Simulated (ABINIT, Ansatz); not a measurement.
# Calculated records

### How the form of the self-energy moves the gap of CdS (Hawleyite)

The structure is cubic, space group F-43m (No. 216). The conventional cell has a = 5.833 Å, b = 5.833 Å, c = 5.833 Å, α = 90.00°, β = 90.00°, γ = 90.00°. Cd has 4 S at 2.53 Å nearest. Nearest to S lie 4 Cd at 2.53 Å. Farther neighbours, and contacts between anions beyond the nearest, are not listed.

```
method                                   : RPA screening on PBE, plane waves, norm-conserving pseudopotentials (and 4 further levels or steps)
program                                  : ABINIT 10.8.3
settings                                 : cutoff 47 Ha, PseudoDojo scalar-relativistic 0.4.1 standard, norm-conserving, ngkpt (4, 4, 4), nband 142, ecuteps 6.5 Ha, inclvkb 2, shiftk (0, 0, 0), symchi 1, awtr 1, frequency ppm, 4×4×4 k-mesh
cost                                     : 7 runs, 5.1 min in all on 4 MPI ranks of Arm Neoverse V2, shared host
notes                                    : The cell and positions come from the Crystallography Open Database and are kept as given unless a step says otherwise. Limits: no spin-orbit coupling. Static COHSEX lies above G0W0: it lacks the factor Z and overstates the Coulomb hole of the filled states. The 4×4×4 mesh is coarse for this cell, which bears on the long-range parts of exchange and screening.
G0W0, Godby-Needs plasmon pole           : 2.098 eV
G0W0, Engel-Farid plasmon pole           : 2.032 eV
G0W0, von der Linden-Horsch plasmon pole : 2.084 eV
one-shot COHSEX                          : 2.868 eV
one-shot Hartree-Fock                    : 8.143 eV
known limits                             : short of the basis limit; no spin-orbit coupling; coarse k mesh
```

G0W0, Engel-Farid plasmon pole: −0.066 eV against G0W0, Godby-Needs plasmon pole. G0W0, von der Linden-Horsch plasmon pole: −0.014 eV against G0W0, Godby-Needs plasmon pole.

[Long decimals in the printed logs are rounded to 6 places.]

[Logs are printed without paths, hosts, clocks, repeated set-up lines and the standing remarks that a program may print on its own settings, such as how far it seeks lower states.]

[Paths, hosts, dates, memory and timing lines, banners, echoed tables and standing remarks are left out of the program output; an Ansatz launch command may be rebuilt from the run's recorded settings. Measured values are a selection of at most five: reports struck by readers or far from the other reports are left out. None is set beside runs whose start may be inverted or whose files or cutoffs have a known fault.]

[Runs of the session that timed out or met a known fault of the program may be left out.]

[Hosts, paths, dates, database ids (printed as entryN), source tags and the programs' standing remarks are cut or masked in the printed files.]

[G0W0 gaps are taken among the corrected bands and points alone; a level outside them can change the order at an edge.]

[Where Ansatz stands beside ABINIT at settings called matched, ABINIT's density can come from a denser mesh and the files from another edition; pairs whose starting gaps differed by over 0.03 eV were left out, so agreement reads better than it is.]
